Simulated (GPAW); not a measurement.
Consider Cu (I4/mmm).

```cif
data_structure
_symmetry_space_group_name_H-M 'P 1'
_symmetry_Int_Tables_number 1
_cell_length_a 2.4611
_cell_length_b 2.4611
_cell_length_c 2.4611
_cell_angle_alpha 108.218
_cell_angle_beta 108.218
_cell_angle_gamma 112.008
_cell_volume 11.46
loop_
_atom_site_label
_atom_site_type_symbol
_atom_site_fract_x
_atom_site_fract_y
_atom_site_fract_z
_atom_site_occupancy
Cu1 Cu 0.00000 0.00000 0.00000 1
```

Absorber: atom 1, with 8 Cu at 2.46 Å, 2 Cu at 2.75 Å and 4 Cu at 2.89 Å (cube and octahedron, as in bcc, site symmetry 4/mmm). Method: GPAW, LDA, excited-electron core hole (neutral cell), 24-atom cell with 6.9 Å between holes, 4×5×5 k points, dipole transitions, Gaussian full width 1.55 eV up to 4 eV, rising linearly to 3.5 eV at 25 eV.

This is not the structure that Cu takes at ambient pressure and room temperature (fcc); it is a model or a phase of other conditions.

Where do the maxima of the Cu K edge fall?

Main maxima up to 30 eV above the zero (height): 1.2 eV (0.56), 10.0 eV (1.17), 17.6 eV (1.49) and 28.6 eV (1.04). A K edge sees empty p states on the absorber. The total-energy difference is 8991.35 eV. One term is added: -29.79 eV, since the hole is spin-paired here and a spin-polarised one costs that much less in the free atom (computed apart). The photon energy is then 8961.56 eV. The tabulated edge of the element is 8979 eV. The functional leaves an error in such absolute values: in the free atom LDA prices this hole 18.3 eV below PBE (computed apart), and PBE is itself good to a few eV.

The Cu K spectrum (energy from the lowest empty level; intensity scaled to a mean of 1 over the first 20 eV; polarised curves are means over the symmetry-equivalent atoms):

```
E (eV)  isotropic  ε ⊥ c  ε ∥ c
  -2.0       0.00   0.00   0.00
  -1.5       0.01   0.01   0.01
  -1.0       0.05   0.04   0.05
  -0.5       0.15   0.15   0.16
   0.0       0.33   0.32   0.34
   0.5       0.48   0.47   0.50
   1.0       0.55   0.55   0.57
   1.5       0.55   0.55   0.56
   2.0       0.53   0.53   0.55
   2.5       0.52   0.51   0.53
   3.0       0.48   0.47   0.49
   3.5       0.43   0.43   0.43
   4.0       0.42   0.43   0.41
   4.5       0.50   0.52   0.46
   5.0       0.60   0.64   0.54
   5.5       0.70   0.74   0.62
   6.0       0.78   0.82   0.70
   6.5       0.86   0.90   0.76
   7.0       0.93   0.99   0.81
   7.5       1.01   1.06   0.89
   8.0       1.08   1.13   0.99
   8.5       1.14   1.15   1.10
   9.0       1.16   1.15   1.19
   9.5       1.17   1.14   1.24
  10.0       1.17   1.13   1.25
  10.5       1.17   1.14   1.23
  11.0       1.16   1.13   1.22
  11.5       1.14   1.11   1.21
  12.0       1.14   1.10   1.22
  12.5       1.14   1.10   1.22
  13.0       1.14   1.11   1.21
  13.5       1.15   1.13   1.20
  14.0       1.16   1.14   1.19
  14.5       1.18   1.17   1.19
  15.0       1.21   1.21   1.21
  15.5       1.27   1.27   1.25
  16.0       1.34   1.35   1.32
  16.5       1.41   1.42   1.39
  17.0       1.47   1.47   1.45
  17.5       1.49   1.49   1.48
  18.0       1.48   1.47   1.48
  18.5       1.43   1.42   1.44
  19.0       1.36   1.34   1.39
  19.5       1.26   1.24   1.31
  20.0       1.17   1.14   1.21
  20.5       1.07   1.05   1.12
  21.0       0.98   0.96   1.02
  21.5       0.91   0.89   0.95
  22.0       0.86   0.85   0.89
  22.5       0.83   0.82   0.85
  23.0       0.81   0.80   0.83
  23.5       0.81   0.81   0.81
  24.0       0.81   0.82   0.81
  24.5       0.83   0.84   0.81
  25.0       0.85   0.87   0.83
  25.5       0.88   0.90   0.85
  26.0       0.92   0.93   0.88
  26.5       0.95   0.97   0.92
  27.0       0.98   1.00   0.95
  27.5       1.01   1.02   0.98
  28.0       1.03   1.04   1.01
  28.5       1.03   1.04   1.02
  29.0       1.03   1.04   1.03
  29.5       1.02   1.03   1.02
  30.0       1.01   1.01   1.01
  30.5       1.00   1.00   1.00
  31.0       0.99   1.00   0.98
```

The script folds with a Gaussian, whereas the core hole's own line is a Lorentzian, so the onset is too steep and the first peak too high. The structure is a computed Materials Project entry and may be a hypothetical form.

[Banner, clock and machine lines of the logs are left out without a mark of their own.]

[Logs are printed without paths, hosts, clocks, repeated set-up lines and the standing remarks that a program may print on its own settings, such as how far it seeks lower states.]

[Hosts, paths, dates, database ids (printed as entryN), source tags and the programs' standing remarks are cut or masked in the printed files.]

[Lists of maxima count a maximum above −3 eV only where it reaches 4 % of the highest in the window and stands out from its surroundings by 2 % of it (1.5 % where it reaches 55 %); shoulders and weaker maxima are passed over, and of the rest the first, up to two pre-edge ones and the few strongest are named.]
